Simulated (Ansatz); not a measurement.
# TaAgO3 (R3c): spin-orbit coupling beyond the local functionals

Aim: the spin-orbit change of the gap of TaAgO3 (R3c).

Method: density functionals with and without spin-orbit coupling, plane waves, PAW, in Ansatz 0.2.0.

**The experiments to reproduce.**

- Gap 3.36 eV: indirect optical gap from Kubelka-Munk plot; UV-Vis diffuse reflectance; powder (pristine, solid-state reaction at 900 C) (“Fabrication of ILs-Assisted AgTaO3 Nanoparticles for the Water Splitting Reaction: The Effect of ILs on Morphology and Photoactivity”, 2020, pmc:7559565).

The raw output is cut from this account; settings, times and results stay.

### Step 1. The starting structure

The structure is trigonal, space group R3c (No. 161). Conventional cell: a = 5.528 Å, b = 5.528 Å, c = 13.716 Å, α = 90.00°, β = 90.00°, γ = 120.00°. Ta has 6 O at 1.96 to 2.03 Å nearest. Nearest to Ag lie 6 O at 2.40 to 2.78 Å. Nearest to O lie 2 Ta at 1.96 to 2.03 Å and 2 Ag at 2.40 to 2.78 Å. Farther neighbours, and contacts between anions beyond the nearest, are not listed.

Geometry: measured cell, ions relaxed with LDA. The runs that relaxed it are not among those shown.

### Step 2. HSE06, 4×4×4 mesh

This step: DFT, HSE06, plane waves, PAW; PAW set soft_1.

Contents of input.yaml:

```yaml
crystal:
  lattice:
    - [2.76405, 1.5958250116, 4.5719666667]
    - [-2.76405, 1.5958250116, 4.5719666667]
    - [0.0, -3.1916500231, 4.5719666667]
  atoms:
    - { symbol: Ta, position: [-0.0026385787, -0.0026385787, -0.0026385787] }
    - { symbol: Ta, position: [0.4973614213, 0.4973614213, 0.4973614213] }
    - { symbol: Ag, position: [0.249001027, 0.249001027, 0.249001027] }
    - { symbol: Ag, position: [0.749001027, 0.749001027, 0.749001027] }
    - { symbol: O, position: [0.8177770211, 0.6856263691, 0.2524341615] }
    - { symbol: O, position: [0.2524341615, 0.8177770211, 0.6856263691] }
    - { symbol: O, position: [0.6856263691, 0.2524341615, 0.8177770211] }
    - { symbol: O, position: [0.7524341615, 0.1856263691, 0.3177770211] }
    - { symbol: O, position: [0.1856263691, 0.3177770211, 0.7524341615] }
    - { symbol: O, position: [0.3177770211, 0.7524341615, 0.1856263691] }
kpoints:
  mp_grid: { grid: [4, 4, 4] }
  band_path:
    path:
      - [0.0, 0.0, 0.0]
      - [-0.5, -0.5, -0.5]
      - [-0.24788857, -0.75211143, -0.5]
      - [0.24788857, -0.5, -0.24788857]
      - [0.0, -0.5, 0.0]
      - [0.37394429, -0.37394429, 0.0]
      - [0.0, -0.62605571, -0.37394429]
      - [0.0, -0.5, -0.5]
      - [0.1666666667, 0.1666666667, -0.3333333333]
    npoints: 1
hamiltonian:
  xc: hse06
  pseudopotentials: { kind: paw, azcp: { folder: soft_1 } }
scf:
  occupations: { method: fixed }
  n_extra_bands: 7
output:
  eigenvalues: true
```

Run with:

```
> ansatz run input.yaml --threads 3 --pin off --max-ram 92160MiB --backend cuda --events-out ev --progress --plain --runs-dir out --devices 1 --max-vram 13GiB
```

Wall time 37 s (1 × NVIDIA H100 80GB HBM3 (shared by 6 runs) with 3 threads of AMD EPYC 7R13 (Zen 3), shared host); peak memory 1.5 GiB.

This step gave:

* gap: 3.422 eV
* valence top at: k = (0.167, 0.167, -0.333)
* conduction bottom at: F
* least direct gap: 3.532 eV
* exact-exchange fraction: 0.25

The gap is indirect, with the least direct gap 0.11 eV higher.

### Step 3. HSE06+SOC, 4×4×4 mesh

Spin-orbit coupling can split or shift the edges; a non-collinear run measures by how much.

This step: DFT, HSE06 with spin-orbit coupling, plane waves, PAW; PAW set soft_1.

Edit input.yaml of step 2 so:

```diff
@@ -32,6 +32,9 @@
   xc: hse06
-  pseudopotentials: { kind: paw, azcp: { folder: soft_1 } }
+  pseudopotentials: { kind: paw_fr, azcp: { folder: soft_1 } }
 scf:
   occupations: { method: fixed }
-  n_extra_bands: 7
+  n_extra_bands: 14
+magnetization:
+  noncollinear: true
+  spin_orbit: true
 output:
```

Elapsed: 2.2 min, on 1 × NVIDIA H100 80GB HBM3 (shared by 6 runs) with 3 threads; peak memory 2.9 GiB; 5.1 min of CPU time.

This step gave:

```
gap                     : 3.367 eV
valence top at          : k = (0.167, 0.167, -0.333)
conduction bottom at    : F
least direct gap        : 3.408 eV
exact-exchange fraction : 0.25
```

The gap stands −0.06 eV against HSE06.

### Step 4. Together

Times are wall times on 1 × NVIDIA H100 80GB HBM3 (shared by 6 runs) with 3 threads of AMD EPYC 7R13 (Zen 3), shared host, good to a factor of about two.

```csv
level,gap (eV),with coupling (eV),change (eV),time,with coupling
HSE06,3.42,3.37,−0.06,37 s,2.2 min
```

### Step 5. Summary of results

```json
{"HSE06": "3.42 eV", "HSE06+SOC": "3.37 eV"}
```

Spin-orbit coupling changes the gap by −0.06 eV and the least direct gap by −0.12 eV. Against experiment, by HSE06+SOC: the gap of 3.37 eV lies +0.01 eV from the measured 3.36 eV (indirect, 2020). The lattice is static and excitons are left out.

[Long decimals in the printed logs are rounded to 6 places.]

[Logs are printed without paths, hosts, clocks, repeated set-up lines and the standing remarks that a program may print on its own settings, such as how far it seeks lower states.]

[Paths, hosts, dates, memory and timing lines, banners, echoed tables and standing remarks are left out of the program output; an Ansatz launch command may be rebuilt from the run's recorded settings. Measured values are a selection of at most five: reports struck by readers or far from the other reports are left out. None is set beside runs whose start may be inverted or whose files or cutoffs have a known fault.]

[Runs of the session that timed out or met a known fault of the program may be left out.]

[Cells called generated may have been cut or substituted from an entry of the Crystallography Open Database or the Materials Project.]

[Hosts, paths, dates, database ids (printed as entryN), source tags and the programs' standing remarks are cut or masked in the printed files.]

[Where the starting crystal was built by hand or by swapping elements, it need not be the compound's stable phase.]
